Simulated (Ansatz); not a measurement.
## BaCdBO3F (built on the sites of a database entry of BaZnBO3F): from the cell to its phonons

How does BaCdBO3F (built on the sites of a database entry of BaZnBO3F) vibrate, and is this structure a minimum?

Main program and level: Ansatz 0.2.0; DFT PBEsol, scalar-relativistic, plane waves, PAW.

The structure was built from a prototype and need not be the compound's stable phase.

### 1. The structure

Symmetry: P-6, No. 174, hexagonal system. The conventional cell has a = 5.180 Å, b = 5.180 Å, c = 4.377 Å, α = 90.00°, β = 90.00°, γ = 120.00°. Ba has 6 O at 2.86 Å and 3 F at 2.99 Å nearest. Nearest to Cd lie 3 O at 1.98 Å and 2 F at 2.19 Å. B has 3 O at 1.40 Å nearest. Nearest to O lie 1 B at 1.40 Å and 1 Cd at 1.98 Å and 2 Ba at 2.86 Å. Nearest to F lie 2 Cd at 2.19 Å and 3 Ba at 2.99 Å. Farther neighbours and most contacts between anions are not listed.

### 2. Rough relaxation

A rough relaxation comes first, because large forces or stress need no tight tolerances yet.

input.yaml reads:

```yaml
crystal:
  lattice:
    - [5.1802, 0.0, 0.0]
    - [-2.5901, 4.48619, 0.0]
    - [0.0, 0.0, 4.37665]
  atoms:
    - { symbol: Ba, position: [0.0, 0.0, 0.0] }
    - { symbol: Cd, position: [0.3333333333, 0.6666666667, 0.5] }
    - { symbol: B, position: [0.6666666667, 0.3333333333, 0.5] }
    - { symbol: O, position: [0.3862, 0.313, 0.5] }
    - { symbol: O, position: [0.9268, 0.6138, 0.5] }
    - { symbol: O, position: [0.687, 0.0732, 0.5] }
    - { symbol: F, position: [0.3333333333, 0.6666666667, 0.0] }
kpoints:
  mp_grid: { grid: [6, 6, 4] }
hamiltonian:
  xc: pbesol
scf:
  occupations: { method: gaussian, width: 0.1 }
output:
  forces: true
  stress: true
  eigenvalues: true
relax:
  adjacent_minimum: "off"
  f_tol: 0.05
  max_steps: 80
  cell: { stress_tol: 0.5 }
```

Launch:

```console
$ ansatz run input.yaml --threads 8 --pin off --max-ram 14336MiB --backend cpu --events-out ev --progress --plain --runs-dir out
```

Numbers of over 12 decimals in the logs are rounded to 6 here.

What it wrote:

```text
The last accepted step is kept in <dir> (removed where the run ends without a failure and the disk answers)
Engine: ansatz 0.2.0, x86_64-unknown-linux-gnu
Pseudopotentials: kind: paw
Pseudopotential: Ba, paw, valence charge 10, recommended cutoff 420 eV (normal), Ba.paw.azcp
Pseudopotential: Cd, paw, valence charge 20, recommended cutoff 420 eV (normal), Cd.paw.azcp
[...]
- [-2.593931, 4.492821, 0.0]
    - [0.0, 0.0, 4.416630]
  atoms:
    - { symbol: Ba, position: [-2.6229853795503163e-17, -4.570689125468998e-18, 0.0] }
    - { symbol: Cd, position: [0.333333, 0.666667, 0.5] }
    - { symbol: B, position: [0.666667, 0.333333, 0.5] }
    - { symbol: O, position: [0.372128, 0.264221, 0.5] }
    - { symbol: O, position: [0.892093, 0.627872, 0.5] }
    - { symbol: O, position: [0.735779, 0.107907, 0.5] }
    - { symbol: F, position: [0.333333, 0.666667, 0.0] }
[key lines of the parts left out:]
SCF converged after 6 iterations
Free energy (F): -16689.228723 eV
Fermi energy:    8.396363 eV
P = ⅓ Tr σ = 0.0403 GPa (0.403 kbar)
```

Wall time 5.1 s (8 threads of Intel Xeon 6975P-C (Granite Rapids), shared host); peak memory 0.59 GiB; 33 s of CPU time.

Step by step:

```csv
step,energy less that of the first step (eV),largest force component (eV/Å),pressure (GPa),volume (Å³)
1,0.0000,3.1930,6.64,101.71
2,-0.6601,1.0770,0.76,104.01
3,-0.7732,0.5608,0.94,101.98
4,-0.7970,0.1216,-0.66,103.69
5,-0.8022,0.0205,-0.04,102.94
6*,-0.8068,0.0204,0.04,102.94
```

Relaxation steps marked * repeat the geometry before them on a plane-wave basis chosen anew for their cell, so energy and pressure can jump there.

Forces are held to the 6 operations that the run works with; a distortion that breaks them can't arise in this run.

```csv
"conventional cell, symmetrised",before,after,change
a (Å),5.180,5.188,+0.1 %
b (Å),5.180,5.188,+0.1 %
c (Å),4.377,4.417,+0.9 %
volume (Å³/atom),14.53,14.71,+1.2 %
```

The atoms that moved most (Å, as changes of fractional coordinates times the final cell):

```csv
atom,dx,dy,dz,length
O4,0.054,-0.219,0.000,0.226
O5,-0.217,0.063,0.000,0.226
O6,0.163,0.156,0.000,0.226
```

The relaxed structure:

```cif
data_structure
_symmetry_space_group_name_H-M 'P 1'
_symmetry_Int_Tables_number 1
_cell_length_a 5.1879
_cell_length_b 5.1879
_cell_length_c 4.4166
_cell_angle_alpha 90.000
_cell_angle_beta 90.000
_cell_angle_gamma 120.000
_cell_volume 102.94
loop_
_atom_site_label
_atom_site_type_symbol
_atom_site_fract_x
_atom_site_fract_y
_atom_site_fract_z
_atom_site_occupancy
Ba1 Ba 0.00000 0.00000 0.00000 1
Cd2 Cd 0.33333 0.66667 0.50000 1
B3 B 0.66667 0.33333 0.50000 1
O4 O 0.37213 0.26422 0.50000 1
O5 O 0.89209 0.62787 0.50000 1
O6 O 0.73578 0.10791 0.50000 1
F7 F 0.33333 0.66667 0.00000 1
```

A gap read on the k-mesh alone can miss the band edges.

This step gave:

```yaml
pressure: 0.04030 GPa
gap_on_the_k_mesh: 2.765 eV
volume_per_atom: 14.71 Å³
direct_gap_on_mesh: 3.559 eV
```

In this step the volume went from 14.53 to 14.71 Å³/atom.

### 3. Bringing the structure to rest

Harmonic phonons are second derivatives at a point where the forces vanish, and they are wanted at zero stress, so atoms and cell are relaxed first.

input.yaml reads:

```yaml
crystal:
  lattice:
    - [5.1878625401, 0.0, 0.0]
    - [-2.59393127, 4.492820751, 0.0]
    - [0.0, 0.0, 4.4166296606]
  atoms:
    - { symbol: Ba, position: [0.0, 0.0, 0.0] }
    - { symbol: Cd, position: [0.3333333333, 0.6666666667, 0.5] }
    - { symbol: B, position: [0.6666666667, 0.3333333333, 0.5] }
    - { symbol: O, position: [0.3721281867, 0.2642211341, 0.5] }
    - { symbol: O, position: [0.8920929474, 0.6278718133, 0.5] }
    - { symbol: O, position: [0.7357788659, 0.1079070526, 0.5] }
    - { symbol: F, position: [0.3333333333, 0.6666666667, 0.0] }
kpoints:
  mp_grid: { grid: [6, 6, 4] }
hamiltonian:
  xc: pbesol
scf:
  occupations: { method: gaussian, width: 0.02 }
output:
  forces: true
  stress: true
  eigenvalues: true
relax:
  adjacent_minimum: "off"
  f_tol: 0.005
  max_steps: 80
  cell: { stress_tol: 0.05 }
```

What it wrote:

```text
[...]
Crystal: 7 atoms, lattice volume = 102.943 Å³
Basis set: ecut = 420 eV, 2025 PW (Γ), exchange–correlation on 72×72×60 points (8 copies of the dense FFT grid, shifted against one another)
Bands: 36, of which v1, the nominal top of the filled ones, is band 29 counted from 1 (28 counted from 0)
Symmetry: 6 space group operations
[...]
k-points: 24 of 144 (time reversal used)
[...]
- [-2.594440, 4.493701, 0]
    - [0, 0, 4.418170]
  atoms:
    - { symbol: Ba, position: [-2.6430926931396472e-17, -7.936197432635764e-18, 0] }
    - { symbol: Cd, position: [0.333333, 0.666667, 0.500000] }
    - { symbol: B, position: [0.666667, 0.333333, 0.500000] }
    - { symbol: O, position: [0.372242, 0.264253, 0.500000] }
    - { symbol: O, position: [0.892012, 0.627758, 0.500000] }
    - { symbol: O, position: [0.735747, 0.107988, 0.500000] }
    - { symbol: F, position: [0.333333, 0.666667, 0] }
[key lines of the parts left out:]
SCF converged after 7 iterations
Free energy (F): -16689.228678 eV
Fermi energy:    8.382647 eV
P = ⅓ Tr σ = -0.0015 GPa (-0.015 kbar)
```

Elapsed: 3.4 s, on 8 threads; peak memory 0.6 GiB.

Little changed from the start: no atom moved by 0.005 Å and no cell edge by 0.1 %.

This step gave:

| Quantity | Value |
| --- | --- |
| pressure | -0.001489 GPa |
| gap on the k-mesh | 2.762 eV |
| volume per atom | 14.72 Å³ |
| direct gap on mesh | 3.557 eV |

In this step the volume went from 14.71 to 14.72 Å³/atom.

### 4. Tight relaxation

Phonons need a cell at rest on their own settings, so the relaxation is repeated with tight tolerances on forces and stress on the k mesh and occupations of the first response run.

input.yaml reads:

```yaml
crystal:
  lattice:
    - [5.1888793602, 0.0, 0.0]
    - [-2.5944396801, 4.4937013431, 0.0]
    - [0.0, 0.0, 4.41816961]
  atoms:
    - { symbol: Ba, position: [0.0, 0.0, 0.0] }
    - { symbol: Cd, position: [0.3333333333, 0.6666666667, 0.5] }
    - { symbol: B, position: [0.6666666667, 0.3333333333, 0.5] }
    - { symbol: O, position: [0.3722416931, 0.2642533303, 0.5] }
    - { symbol: O, position: [0.8920116372, 0.6277583069, 0.5] }
    - { symbol: O, position: [0.7357466697, 0.1079883628, 0.5] }
    - { symbol: F, position: [0.3333333333, 0.6666666667, 0.0] }
kpoints:
  mp_grid: { grid: [6, 6, 4] }
hamiltonian:
  xc: pbesol
scf:
  occupations: { method: fixed }
output:
  forces: true
  stress: true
  eigenvalues: true
  write_density: true
  write_potential: true
  elf: true
  volumetric_format: npy
relax:
  adjacent_minimum: "off"
  f_tol: 0.001
  max_steps: 60
  cell: { stress_tol: 0.01 }
```

What it wrote:

```text
[...]
Crystal: 7 atoms, lattice volume = 103.020 Å³
Basis set: ecut = 420 eV, 2025 PW (Γ), exchange–correlation on 72×72×60 points (8 copies of the dense FFT grid, shifted against one another)
Bands: 36, of which v1, the nominal top of the filled ones, is band 29 counted from 1 (28 counted from 0)
Symmetry: 6 space group operations
[...]
k-points: 24 of 144 (time reversal used)
[...]
- [-2.594217, 4.493316, 0.0]
    - [0.0, 0.0, 4.418773]
  atoms:
    - { symbol: Ba, position: [-2.1146431142755507e-17, -1.2840390997939923e-17, 0.0] }
    - { symbol: Cd, position: [0.333333, 0.666667, 0.5] }
    - { symbol: B, position: [0.666667, 0.333333, 0.5] }
    - { symbol: O, position: [0.372209, 0.264173, 0.5] }
    - { symbol: O, position: [0.891963, 0.627791, 0.5] }
    - { symbol: O, position: [0.735827, 0.108037, 0.5] }
    - { symbol: F, position: [0.333333, 0.666667, 0.0] }
[key lines of the parts left out:]
SCF converged after 8 iterations
Free energy (F): -16689.228690 eV
Fermi energy:    7.002753 eV
P = ⅓ Tr σ = 0.0005 GPa (0.005 kbar)
```

Wall time 5.3 s (8 threads); peak memory 0.6 GiB.

Little changed from the start: no atom moved by 0.005 Å and no cell edge by 0.1 %.

Numbers from this step:

```
pressure           : 5.20e-4 GPa
gap on the k-mesh  : 2.760 eV
direct gap on mesh : 3.556 eV
```

ELF in the ab plane at fractional z = 0.500, with atoms of Cd and B and O within 0.2 Å of it. It is the smooth field of the valence electrons, not physical close to the nuclei.

Ten even steps from '_' (0.02) to '@' (0.85), each cell a mean:
```
____________..::##%%##==____
==::____..::::..::--::__..--
%%++..::==++++--..____--##@@
@@**..==##%%**--..__--%%@@@@
@@==::**@@@@++::__..**@@**##
##::--**%%**--..__::##%%++%%
--..--++==::..::..--%%@@%%%%
__..::::..==##**----##%%++::
____..::##@@%%@@++__..--::__
..__::##%%++##@@==..==**++==
..__++@@%%++%%##--##@@%%@@##
....**@@@@%%**--**@@**##@@##
__..**@@@@**::::%%##++%%@@==
____::==--..__==@@@@@@@@++__
```
Columns run along a (5.2 Å), rows up along b (5.2 Å). Atoms in or near the plane, at fractional coordinates: Cd at (0.33, 0.67), B at (0.67, 0.33), O at (0.37, 0.26), O at (0.89, 0.63), O at (0.74, 0.11).

Valence density in the ab plane at fractional z = 0.500, with atoms of Cd and B and O within 0.2 Å of it. It is the smooth field of the valence electrons, not physical close to the nuclei.

Values in e/Å³, 14 rows by 14 columns, each cell a mean:
```
 0  0  0  0  0  0  0  0  1  1  1  0  0  0
 0  0  0  0  0  1  1  1  0  0  0  0  0  0
 1  0  0  1  3  5  4  1  0  0  0  0  0  1
 2  1  1  3 12 16  9  2  0  0  0  1  2  3
 2  1  1  9 21 19  6  1  0  0  0  2  6  6
 1  1  2  9 14  8  2  0  0  0  1  4  6  4
 0  0  1  4  3  1  0  0  0  0  1  3  3  1
 0  0  0  1  1  1  1  1  1  1  1  1  1  0
 0  0  0  0  1  2  3  2  1  1  1  1  0  0
 0  0  0  1  3  6  5  2  1  1  1  1  1  0
 0  0  0  1  5  6  3  1  1  1  2  2  1  0
 0  0  0  1  3  3  1  0  1  3  5  5  2  0
 0  0  0  1  1  1  0  0  1  5  7  4  1  0
 0  0  0  0  0  0  0  0  1  4  3  1  0  0
```
Columns run along a (5.2 Å), rows up along b (5.2 Å). Atoms in or near the plane, at fractional coordinates: Cd at (0.33, 0.67), B at (0.67, 0.33), O at (0.37, 0.26), O at (0.89, 0.63), O at (0.74, 0.11).

Electrostatic potential energy in the ab plane at fractional z = 0.500, with atoms of Cd and B and O within 0.2 Å of it. With pseudopotentials it is smooth inside the atoms' cores, unlike the true potential.

Ten even steps from '0' (-44 eV) to '9' (13 eV), each cell a mean:
```
99999999889999
99998767899999
99975556899998
59854346899953
58643347999511
88544468997202
98655689986337
98778889843589
99998436300599
99984014102799
99962036334479
99974478741169
99998999710289
99999999633799
```
Columns run along a (5.2 Å; values clipped at the 3rd and 97th percentile), rows up along b (5.2 Å). Atoms in or near the plane, at fractional coordinates: Cd at (0.33, 0.67), B at (0.67, 0.33), O at (0.37, 0.26), O at (0.89, 0.63), O at (0.74, 0.11).

The largest force component left is 0.45 meV/Å and the pressure is 0.001 GPa, within the tolerances set. The cell now holds 14.72 Å³/atom.

(Part 1 of 3 ends here.)

[Logs are printed without paths, hosts, clocks, repeated set-up lines and the standing remarks that a program may print on its own settings, such as how far it seeks lower states.]

[Hosts, paths, dates, database ids (printed as entryN), source tags and the programs' standing remarks are cut or masked in the printed files.]
